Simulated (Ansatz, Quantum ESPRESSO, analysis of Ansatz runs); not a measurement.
**Migration in Na2WO4 (Fd-3m): V_Na hop (3.2 Å), charge −1**

Aim: the barrier of one jump in Na2WO4 (Fd-3m) at charge −1: V_Na hop (3.2 Å). The model is a cell of 56 host atoms with 1 Na taken out; Na is the atom that moves.

Program: Ansatz 0.2.0. Level of theory: plane-wave PAW DFT, PBEsol; nudged elastic band between two relaxed defect structures at fixed charge in a uniform background. Results are calculated unless marked as measured.

### 1. The structure

The cell holds 55 atoms: 15 Na, 8 W and 32 O. Cell: a = 9.109 Å, b = 9.109 Å, c = 9.109 Å, α = 90.0°, β = 90.0°, γ = 90.0°. It derives from Na2WO4 (space group Fd-3m). Nearest the centre at fractional (0.000, 0.375, 0.500): Na1 at 1.61 Å, O28 at 1.76 Å, O38 at 1.76 Å, Na13 at 2.79 Å, Na8 at 2.79 Å, O42 at 2.80 Å, O48 at 2.80 Å, O27 at 2.96 Å. The cell carries charge −1.

The cell's shortest repeat is 9.1 Å.

### 2. Relaxation of the start point, charge −1

A barrier is counted from a minimum, so both ends are relaxed first. Small random displacements break the symmetry of the ideal sites, so that the defect can distort if it gains by it. The charge of −1 is set by the electron count, and a uniform background keeps the cell neutral.

qm1.start/input.yaml

```yaml
crystal:
  lattice:
    - [9.1091061, 0.0, 0.0]
    - [0.0, 9.1091061, 0.0]
    - [0.0, 0.0, 9.1091061]
  atoms:
    - { symbol: Na, position: [0.125, 0.375, 0.375] }
    - { symbol: Na, position: [0.125, 0.875, 0.875] }
    - { symbol: Na, position: [0.625, 0.375, 0.875] }
    - { symbol: Na, position: [0.625, 0.875, 0.375] }
    - { symbol: Na, position: [0.375, 0.125, 0.375] }
    - { symbol: Na, position: [0.375, 0.625, 0.875] }
    - { symbol: Na, position: [0.875, 0.125, 0.875] }
    - { symbol: Na, position: [0.875, 0.625, 0.375] }
    - { symbol: Na, position: [0.375, 0.375, 0.125] }
    - { symbol: Na, position: [0.375, 0.875, 0.625] }
    - { symbol: Na, position: [0.875, 0.875, 0.125] }
    - { symbol: Na, position: [0.125, 0.125, 0.125] }
    - { symbol: Na, position: [0.125, 0.625, 0.625] }
    - { symbol: Na, position: [0.625, 0.125, 0.625] }
    - { symbol: Na, position: [0.625, 0.625, 0.125] }
    - { symbol: W, position: [0.25, 0.25, 0.75] }
    - { symbol: W, position: [0.25, 0.75, 0.25] }
    - { symbol: W, position: [0.75, 0.25, 0.25] }
    - { symbol: W, position: [0.75, 0.75, 0.75] }
    - { symbol: W, position: [0.0, 0.0, 0.5] }
    - { symbol: W, position: [0.0, 0.5, 0.0] }
    - { symbol: W, position: [0.5, 0.0, 0.0] }
    - { symbol: W, position: [0.5, 0.5, 0.5] }
    - { symbol: O, position: [0.36328797, 0.13671203, 0.63671203] }
    - { symbol: O, position: [0.36328797, 0.63671203, 0.13671203] }
    - { symbol: O, position: [0.86328797, 0.13671203, 0.13671203] }
    - { symbol: O, position: [0.86328797, 0.63671203, 0.63671203] }
    - { symbol: O, position: [0.13671203, 0.36328797, 0.63671203] }
    - { symbol: O, position: [0.13671203, 0.86328797, 0.13671203] }
    - { symbol: O, position: [0.63671203, 0.36328797, 0.13671203] }
    - { symbol: O, position: [0.63671203, 0.86328797, 0.63671203] }
    - { symbol: O, position: [0.13671203, 0.13671203, 0.86328797] }
    - { symbol: O, position: [0.13671203, 0.63671203, 0.36328797] }
    - { symbol: O, position: [0.63671203, 0.13671203, 0.36328797] }
    - { symbol: O, position: [0.63671203, 0.63671203, 0.86328797] }
    - { symbol: O, position: [0.36328797, 0.36328797, 0.86328797] }
    - { symbol: O, position: [0.36328797, 0.86328797, 0.36328797] }
    - { symbol: O, position: [0.86328797, 0.36328797, 0.36328797] }
    - { symbol: O, position: [0.86328797, 0.86328797, 0.86328797] }
    - { symbol: O, position: [0.38671203, 0.11328797, 0.11328797] }
    - { symbol: O, position: [0.38671203, 0.61328797, 0.61328797] }
    - { symbol: O, position: [0.88671203, 0.11328797, 0.61328797] }
    - { symbol: O, position: [0.88671203, 0.61328797, 0.11328797] }
    - { symbol: O, position: [0.11328797, 0.38671203, 0.11328797] }
    - { symbol: O, position: [0.11328797, 0.88671203, 0.61328797] }
    - { symbol: O, position: [0.61328797, 0.38671203, 0.61328797] }
    - { symbol: O, position: [0.61328797, 0.88671203, 0.11328797] }
    - { symbol: O, position: [0.11328797, 0.11328797, 0.38671203] }
    - { symbol: O, position: [0.11328797, 0.61328797, 0.88671203] }
    - { symbol: O, position: [0.61328797, 0.11328797, 0.88671203] }
    - { symbol: O, position: [0.61328797, 0.61328797, 0.38671203] }
    - { symbol: O, position: [0.38671203, 0.38671203, 0.38671203] }
    - { symbol: O, position: [0.38671203, 0.88671203, 0.88671203] }
    - { symbol: O, position: [0.88671203, 0.38671203, 0.88671203] }
    - { symbol: O, position: [0.88671203, 0.88671203, 0.38671203] }
total_charge: -1
basis:
  ecutwfc: 420
  xc_grid: 2
hamiltonian:
  xc: pbesol
kpoints:
  mp_grid: { grid: [1, 1, 1], shift: [0.25, 0.25, 0.25] }
scf:
  occupations: { method: fixed }
  max_iter: 120
output:
  forces: true
relax:
  f_tol: 0.02
  max_steps: 70
  random_displacement: { amplitude: 0.03, seed: 7525 }
```

Launch:

```
> ansatz run input.yaml --threads 16 --pin off --max-ram 26378MiB --backend cpu --events-out ev --progress --plain --runs-dir out
```

Numbers of over 12 decimals in the logs are rounded to 6 here.

Log:

```text
[... repeated set-up lines and file paths are left out, and long positions are rounded to six places ...]
The last accepted step is kept in <dir> (removed where the run ends without a failure and the disk answers)
Engine: ansatz 0.2.0, aarch64-unknown-linux-gnu
Pseudopotentials: kind: paw
Pseudopotential: Na, paw, valence charge 9, recommended cutoff 420 eV (normal), Na.paw.azcp
Pseudopotential: W, paw, valence charge 14, recommended cutoff 420 eV (normal), W.paw.azcp
Pseudopotential: O, paw, valence charge 6, recommended cutoff 420 eV (normal), O.paw.azcp
Functional definition: PBEsol
  exchange = pbesol_x
  correlation = pbesol_c
Crystal: 55 atoms, lattice volume = 755.835 Å³
Basis set: ecut = 420 eV, 14771 PW (Γ), exchange–correlation on 128×128×128 points (8 copies of the dense FFT grid, shifted against one another)
Bands: 275, of which v1, the nominal top of the filled ones, is band 220 counted from 1 (219 counted from 0)
Symmetry: 1 space group operations
k-points: 1
Non-local potential: Na, projectors of the file, l = 0: 3, l = 1: 2, l = 2: 1
Non-local potential: W, projectors of the file, l = 0: 3, l = 1: 2, l = 2: 2, l = 3: 1
Non-local potential: O, projectors of the file, l = 0: 2, l = 1: 2, l = 2: 1
PAW form: soft (Blöchl's): semilocal exchange-correlation on the pseudo side does not see the compensation charge
PAW frozen core: Na, regenerated for the run's functional, and the local potential with it (the file was generated under x = pbe(κ = 0.804, μ = 0.219515), c = pbe(β = 0.066725))
PAW frozen core: W, regenerated for the run's functional, and the local potential with it (the file was generated under x = pbe(κ = 0.804, μ = 0.219515), c = pbe(β = 0.066725))
PAW frozen core: O, regenerated for the run's functional, and the local potential with it (the file was generated under x = pbe(κ = 0.804, μ = 0.219515), c = pbe(β = 0.066725))
PAW one-centre angular grid: Na, 110 points (default); XC on 64 Gauss nodes
PAW one-centre angular grid: W, 590 points (default); XC on 64 Gauss nodes
PAW one-centre angular grid: O, 110 points (default); XC on 64 Gauss nodes
Initial density: superposition of atomic densities (neutral atoms scaled as one to the charged cell's electrons: chi_scale 0, normalization atom), corrected by the library's trained network
Initial wavefunctions: pseudopotential atomic-orbital guess
Functional: x = pbesol(κ = 0.804, μ = 0.123457), c = pbesol(β = 0.046)
SCF iter   1: F=—  HF=-122167.736876 eV  |F-HF|=—  |Δ(HF+E_count)|=         —  Δρ=1.74e-2  dr2=2.05e0  ethr=1.77e-3  ⟨swp⟩=5.0  Hψ=787  notcnv=0  defer=53
preconditioner: auto → Resta (q_TF=auto, 2.493 Å⁻¹)  ε∞=3.5  [insulator: Δε(μ)=4.613 eV  Ē_g=15.933 eV  n_scr=202 (ndim 8)  ℏωp=25.1 eV  f_vac=0.062  ε∞_Penn≈3.5]
SCF iter   2: F=—  HF=-122167.315914 eV  |F-HF|=—  |Δ(HF+E_count)|=   4.21e-1  Δρ=6.63e-3  dr2=3.84e-1  ethr=4.65e-4  ⟨swp⟩=2.0  Hψ=418  notcnv=0  defer=51
SCF iter   3: F=—  HF=-122167.238917 eV  |F-HF|=—  |Δ(HF+E_count)|=   7.70e-2  Δρ=1.98e-3  dr2=3.47e-2  ethr=8.73e-5  ⟨swp⟩=2.0  Hψ=323  notcnv=0  defer=53
SCF iter   4: F=—  HF=-122167.230336 eV  |F-HF|=—  |Δ(HF+E_count)|=   8.58e-3  Δρ=8.12e-4  dr2=7.02e-3  ethr=7.88e-6  ⟨swp⟩=3.0  Hψ=573  notcnv=0  defer=53
SCF iter   5: F=—  HF=-122167.238667 eV  |F-HF|=—  |Δ(HF+E_count)|=   8.33e-3  Δρ=5.92e-4  dr2=3.07e-3  ethr=1.60e-6  ⟨swp⟩=2.0  Hψ=376  notcnv=0  defer=53
SCF iter   6: F=—  HF=-122167.238210 eV  |F-HF|=—  |Δ(HF+E_count)|=   4.57e-4  Δρ=1.13e-4  dr2=8.79e-5  ethr=6.98e-7  ⟨swp⟩=2.0  Hψ=323  notcnv=0  defer=53
SCF iter   7: F=—  HF=-122167.238258 eV  |F-HF|=—  |Δ(HF+E_count)|=   4.87e-5  Δρ=9.36e-5  dr2=6.46e-5  ethr=2.00e-8  ⟨swp⟩=2.0  Hψ=352  notcnv=0  defer=53
SCF iter   8: F=-122167.238254 eV  HF=-122167.238255 eV  |F-HF|=3.05e-7  |Δ(HF+E_count)|=   3.71e-6  Δρ=2.03e-5  dr2=2.78e-6  ethr=2.27e-9  ⟨swp⟩=3.0  Hψ=847  notcnv=0
SCF 1 converged in 8 iterations: F = -122167.238254 eV  dr2 = 2.78e-6
  greatest PAW one-centre occupation: 1.000 electrons in one spin orbital (limit 2), on the W atom at site 16 (counted from 0), in its partial waves of l = 0
relax step   1: F+E_penalty+E_count = -122167.23825445 eV  Δ(F+E_penalty+E_count) = +0.000e0 eV  max|allowed force component| = 3.078e0 eV/Å  Δτ_max = 0.0000 Å  (8 SCF iters, dr2 threshold 1.00e-5 eV, accepted)
[... the SCF cycles and remarks between the steps are left out from here to the last step ...]
relax step   2: F+E_penalty+E_count = -122168.04450895 eV  Δ(F+E_penalty+E_count) = -8.063e-1 eV  max|allowed force component| = 3.318e-1 eV/Å  Δτ_max = 0.1438 Å  (7 SCF iters, dr2 threshold 1.00e-4 eV, accepted)
relax step   3: F+E_penalty+E_count = -122168.12449956 eV  Δ(F+E_penalty+E_count) = -7.999e-2 eV  max|allowed force component| = 3.360e-2 eV/Å  Δτ_max = 0.0742 Å  (7 SCF iters, dr2 threshold 6.88e-6 eV, accepted)
SCF iter   1: F=—  HF=-122168.120550 eV  |F-HF|=—  |Δ(HF+E_count)|=         —  Δρ=5.37e-4  dr2=1.35e-3  ethr=7.42e-6  ⟨swp⟩=3.0  Hψ=424  notcnv=0  defer=53
SCF iter   2: F=—  HF=-122168.120284 eV  |F-HF|=—  |Δ(HF+E_count)|=   2.65e-4  Δρ=2.98e-4  dr2=3.72e-4  ethr=3.06e-7  ⟨swp⟩=2.0  Hψ=467  notcnv=0  defer=48
SCF iter   3: F=—  HF=-122168.120202 eV  |F-HF|=—  |Δ(HF+E_count)|=   8.21e-5  Δρ=1.55e-4  dr2=1.65e-4  ethr=8.47e-8  ⟨swp⟩=2.0  Hψ=403  notcnv=0  defer=38
SCF iter   4: F=—  HF=-122168.120179 eV  |F-HF|=—  |Δ(HF+E_count)|=   2.32e-5  Δρ=2.05e-5  dr2=2.52e-6  ethr=3.74e-8  ⟨swp⟩=2.0  Hψ=406  notcnv=0  defer=38
SCF iter   5: F=—  HF=-122168.125176 eV  |F-HF|=—  |Δ(HF+E_count)|=   5.00e-3  Δρ=2.56e-5  dr2=4.83e-6  ethr=5.73e-10  ⟨swp⟩=3.0  Hψ=489  notcnv=0  defer=38
SCF iter   6: F=—  HF=-122168.125176 eV  |F-HF|=—  |Δ(HF+E_count)|=   1.07e-7  Δρ=1.09e-5  dr2=9.06e-7  ethr=5.73e-10  ⟨swp⟩=2.0  Hψ=437  notcnv=0  defer=38
SCF iter   7: F=—  HF=-122168.125177 eV  |F-HF|=—  |Δ(HF+E_count)|=   5.96e-7  Δρ=9.97e-6  dr2=7.89e-7  ethr=2.06e-10  ⟨swp⟩=2.0  Hψ=449  notcnv=0  defer=38
SCF iter   8: F=-122168.125177 eV  HF=-122168.125177 eV  |F-HF|=2.94e-8  |Δ(HF+E_count)|=   1.46e-7  Δρ=2.05e-6  dr2=4.88e-8  ethr=2.27e-11  ⟨swp⟩=3.0  Hψ=917  notcnv=0
SCF 4 converged in 8 iterations: F = -122168.125177 eV  dr2 = 4.88e-8
relax step   4: F+E_penalty+E_count = -122168.12517676 eV  Δ(F+E_penalty+E_count) = -6.772e-4 eV  max|allowed force component| = 8.826e-3 eV/Å  Δτ_max = 0.0051 Å  (8 SCF iters, accepted)
SCF converged after 8 iterations
Free energy (F): -122168.125177 eV
Harris-Foulkes:  -122168.125177 eV  (|F-HF|=2.94e-8)
Internal energy: -122168.125177 eV  (E = F + TS)
E sigma→0 (E₀):  -122168.125177 eV
Fermi energy:    4.159578 eV
--- Per-component energies (eV) ---
  E_band       = -5721.587839
  E_kinetic    = 10984.890638
  E_local      = -40157.134294  (includes V_loc(G=0)·N_el)
  E_nonlocal   = 3308.077400
  E_hartree    = 14252.190073
  E_xc         = -5019.146759
  E_vxc        = -5629.385708  (∫ρ·V_xc dr)
  E_paw        = -76159.191163  (= ΣΔE_a)
  E_vpaw       = -2732.497771  (= ΣTr[D̂ρ^β])
  E_aug_tail   = 0.078894  (compensation charges beyond the density's cutoff)
  E_ewald      = -29381.613923
  E_core_change = 3.723957  (= ΣΔE_core)
  E_smearing   = -0.000000  (= −TS)
  E_closure    = 0.000000  (closes the sum)
  E_deformation_potential = -13.931421  (in the stress; not in F)
  Σ components = -122168.125177   (vs F -122168.125177, Δ=0.00e0)
--- Forces (eV/Å), atoms counted from 1 ---
  atom   1  Na    -0.00037645    -0.00133161     0.00031813
  atom   2  Na     0.00069399     0.00003163     0.00069573
  [... 5 atoms left out ...]
  atom   8  Na    -0.00046219     0.00106700    -0.00011503
  [... 4 atoms left out ...]
  atom  13  Na    -0.00011144     0.00018422     0.00173466
  [... 4 atoms left out ...]
  atom  18  W     -0.00196367    -0.00158164     0.00882692
  [... 8 atoms left out ...]
  atom  27  O      0.00028103     0.00040853    -0.00073449
  atom  28  O     -0.00023098    -0.00002722    -0.00085537
  [... 4 atoms left out ...]
  atom  33  O      0.00304479     0.00262976    -0.00330567
  [... 4 atoms left out ...]
  atom  38  O     -0.00016135    -0.00064587     0.00041474
  [... 3 atoms left out ...]
  atom  42  O     -0.00012029     0.00043043     0.00109037
  [... 5 atoms left out ...]
  atom  48  O     -0.00040748    -0.00080172     0.00037298
  [... 7 atoms left out ...]
  max |Σ_I F_I| component: 4.49e-5 eV/Å
--- Relaxed structure (4 steps of the walk, 4 accepted, 0 SCFs on fresh bases) ---
  F+E_penalty+E_count = -122168.12517676 eV   max|allowed force component| = 8.826e-3 eV/Å
  atoms:
    - { symbol: Na, position: [0.115003, 0.369256, 0.385705] }
    - { symbol: Na, position: [0.123818, 0.874766, 0.873815] }
    [... 5 atoms left out ...]
    - { symbol: Na, position: [0.869803, 0.614346, 0.385731] }
    [... 4 atoms left out ...]
    - { symbol: Na, position: [0.114984, 0.614391, 0.630847] }
    [... 4 atoms left out ...]
    - { symbol: W, position: [0.747690, 0.247099, 0.241850] }
    [... 8 atoms left out ...]
    - { symbol: O, position: [0.861735, 0.650679, 0.638910] }
    - { symbol: O, position: [0.151274, 0.361167, 0.638924] }
    [... 4 atoms left out ...]
    - { symbol: O, position: [0.137126, 0.636523, 0.363530] }
    [... 4 atoms left out ...]
    - { symbol: O, position: [0.861785, 0.361190, 0.349344] }
    [... 3 atoms left out ...]
    - { symbol: O, position: [0.888944, 0.098831, 0.611760] }
    [... 5 atoms left out ...]
    - { symbol: O, position: [0.114736, 0.109062, 0.386023] }
    [... 7 atoms left out ...]
```

Run time: 18 s. Hardware: 16 threads of Arm Neoverse N1, shared host; peak memory 1.4 GiB; 4.1 min of CPU time.

Relaxation path:

```
step  energy less that of the first step (eV)  largest force component (eV/Å)
   1                                   0.0000                          3.0777
   2                                  -0.8063                          0.3318
   3                                  -0.8862                          0.0336
   4                                  -0.8869                          0.0088
```

The atoms that moved most (Å, from the sites as typed, ahead of the random displacement, the mean shift of all atoms taken out):

```
atom      dx      dy      dz  length
 Na8  -0.051  -0.095   0.094   0.143
Na13  -0.095  -0.095   0.050   0.143
 Na3   0.094   0.050  -0.094   0.143
Na14   0.094   0.095  -0.050   0.143
 Na1  -0.094  -0.050   0.094   0.142
 Na7   0.050   0.094  -0.094   0.142
 O38  -0.017  -0.017  -0.130   0.132
 O54   0.017   0.017   0.130   0.132
```

Neighbours of Na1 at the end:

```
atom  distance (Å)
 O28         2.331
 O38         2.331
 O48         2.370
 O44         2.421
 O52         2.421
 O33         2.451
Na13         3.158
 Na8         3.158
```

This step gave:

| Property | Result |
| --- | --- |
| free energy | -122168.1252 eV |
| r.m.s. move of the farther half of the atoms | 0.05298 Å |
| largest move from the ideal geometry of this structure, a common shift of the far atoms taken out | 0.1708 Å |

The relaxation gained 0.887 eV and ended with a largest force component of 0.0088 eV/Å.

### 3. Relaxation of the end point, charge −1

The end point is relaxed in the same cell and settings, so that the two energies compare. Atoms more than 3.2 Å from the middle of the hop start where the first relaxation left them, the nearer ones on or close to their ideal places, with small random displacements.

qm1.end/input.yaml

```yaml
crystal:
  lattice:
    - [9.1091061, 0.0, 0.0]
    - [0.0, 9.1091061, 0.0]
    - [0.0, 0.0, 9.1091061]
  atoms:
    - { symbol: Na, position: [-0.125, 0.375, 0.625] }
    - { symbol: Na, position: [0.12325269, 0.87435346, 0.87365912] }
[... 5 atom lines left out ...]
    - { symbol: Na, position: [0.875, 0.625, 0.375] }
[... 4 atom lines left out ...]
    - { symbol: Na, position: [0.125, 0.625, 0.625] }
[... 2 atom lines left out ...]
    - { symbol: W, position: [0.2582303, 0.2466713, 0.75286949] }
[... 1 atom line left out ...]
    - { symbol: W, position: [0.74712396, 0.246687, 0.24169451] }
[... 1 atom line left out ...]
    - { symbol: W, position: [0.00248455, -0.00910604, 0.49752989] }
[... 6 atom lines left out ...]
    - { symbol: O, position: [0.86328797, 0.63671203, 0.63671203] }
    - { symbol: O, position: [0.13671203, 0.36328797, 0.63671203] }
[... 4 atom lines left out ...]
    - { symbol: O, position: [0.13671203, 0.63671203, 0.36328797] }
[... 4 atom lines left out ...]
    - { symbol: O, position: [0.86328797, 0.36328797, 0.36328797] }
[... 3 atom lines left out ...]
    - { symbol: O, position: [0.88671203, 0.11328797, 0.61328797] }
[... 5 atom lines left out ...]
    - { symbol: O, position: [0.11328797, 0.11328797, 0.38671203] }
[... 6 atom lines left out ...]
    - { symbol: O, position: [0.88808017, 0.87913571, 0.38321958] }
total_charge: -1
basis:
  ecutwfc: 420
  xc_grid: 2
hamiltonian:
  xc: pbesol
kpoints:
  mp_grid: { grid: [1, 1, 1], shift: [0.25, 0.25, 0.25] }
scf:
  occupations: { method: fixed }
  max_iter: 120
output:
  forces: true
relax:
  f_tol: 0.02
  max_steps: 70
  random_displacement: { amplitude: 0.01, seed: 7525 }
```

Log:

```text
[...]
Crystal: 55 atoms, lattice volume = 755.835 Å³
Basis set: ecut = 420 eV, 14771 PW (Γ), exchange–correlation on 128×128×128 points (8 copies of the dense FFT grid, shifted against one another)
Bands: 275, of which v1, the nominal top of the filled ones, is band 220 counted from 1 (219 counted from 0)
Symmetry: 1 space group operations
k-points: 1
[...]
SCF iter   1: F=—  HF=-122167.424418 eV  |F-HF|=—  |Δ(HF+E_count)|=         —  Δρ=1.76e-2  dr2=2.10e0  ethr=1.77e-3  ⟨swp⟩=5.0  Hψ=795  notcnv=0  defer=53
[...]
SCF iter   8: F=-122166.916845 eV  HF=-122166.916845 eV  |F-HF|=2.50e-7  |Δ(HF+E_count)|=   4.07e-6  Δρ=2.01e-5  dr2=2.47e-6  ethr=2.27e-9  ⟨swp⟩=3.0  Hψ=837  notcnv=0
SCF 1 converged in 8 iterations: F = -122166.916845 eV  dr2 = 2.47e-6
[...]
max |Σ_I F_I| component: 8.45e-5 eV/Å
--- Relaxed structure (5 steps of the walk, 5 accepted, 0 SCFs on fresh bases) ---
  F+E_penalty+E_count = -122168.12518849 eV   max|allowed force component| = 7.498e-4 eV/Å
  atoms:
    - { symbol: Na, position: [-0.114440, 0.369433, 0.614677] }
    - { symbol: Na, position: [0.125185, 0.875012, 0.875068] }
[...]
- { symbol: Na, position: [0.885549, 0.614606, 0.369497] }
[...]
- { symbol: Na, position: [0.130744, 0.614624, 0.614677] }
[...]
- { symbol: W, position: [0.252829, 0.247321, 0.758517] }
[...]
- { symbol: O, position: [0.863359, 0.636740, 0.636811] }
    - { symbol: O, position: [0.138749, 0.361382, 0.650947] }
[...]
- { symbol: O, position: [0.138742, 0.650918, 0.361435] }
    [... 4 atoms left out ...]
    - { symbol: O, position: [0.849237, 0.361386, 0.361457] }
    [... 3 atoms left out ...]
    - { symbol: O, position: [0.885837, 0.109261, 0.614447] }
    [... 5 atoms left out ...]
    - { symbol: O, position: [0.111620, 0.099101, 0.388690] }
    [... 7 atoms left out ...]
[key lines of the parts left out:]
SCF converged after 5 iterations
Free energy (F): -122168.125188 eV
Fermi energy:    4.159373 eV
```

The job ended after 21 s (16 threads; peak memory 1.4 GiB; 4.8 min of CPU time).

The steps of the relaxation:

```
step  energy less that of the first step (eV)  largest force component (eV/Å)
   1                                   0.0000                          2.5201
   2                                  -1.1163                          0.3240
   3                                  -1.2058                          0.0293
   4                                  -1.2083                          0.0211
   5                                  -1.2083                          0.0008
```

The atoms that moved most (Å, from the sites as typed, ahead of the random displacement):

```
atom      dx      dy      dz  length
 O54  -0.048   0.003  -0.196   0.201
 O52   0.195   0.010   0.048   0.201
 O44  -0.049   0.010  -0.194   0.201
 O46   0.195   0.003   0.048   0.201
 W21  -0.046   0.007  -0.157   0.163
 W23   0.157   0.007   0.046   0.163
 Na1   0.095  -0.050  -0.095   0.144
 Na8   0.095  -0.094  -0.051   0.143
```

Neighbours of Na1 at the end:

```
atom  distance (Å)
 O28         2.331
 O38         2.331
 O42         2.370
 O46         2.421
 O54         2.422
 O27         2.452
 Na8         3.158
Na13         3.159
```

This step gave:

```
free energy                                                                                       : -122168.1252 eV
r.m.s. move of the farther half of the atoms                                                      : 0.05296 Å
largest move from the ideal geometry of this structure, a common shift of the far atoms taken out : 0.1707 Å
```

The relaxation gained 1.208 eV and ended with a largest force component of 7.5e-4 eV/Å. The end lies within 1 meV of the start.

(Continued in part 2 of 3.)

[Logs are printed without paths, hosts, clocks, repeated set-up lines and the standing remarks that a program may print on its own settings, such as how far it seeks lower states.]

[Hosts, paths, dates, database ids (printed as entryN), source tags and the programs' standing remarks are cut or masked in the printed files.]
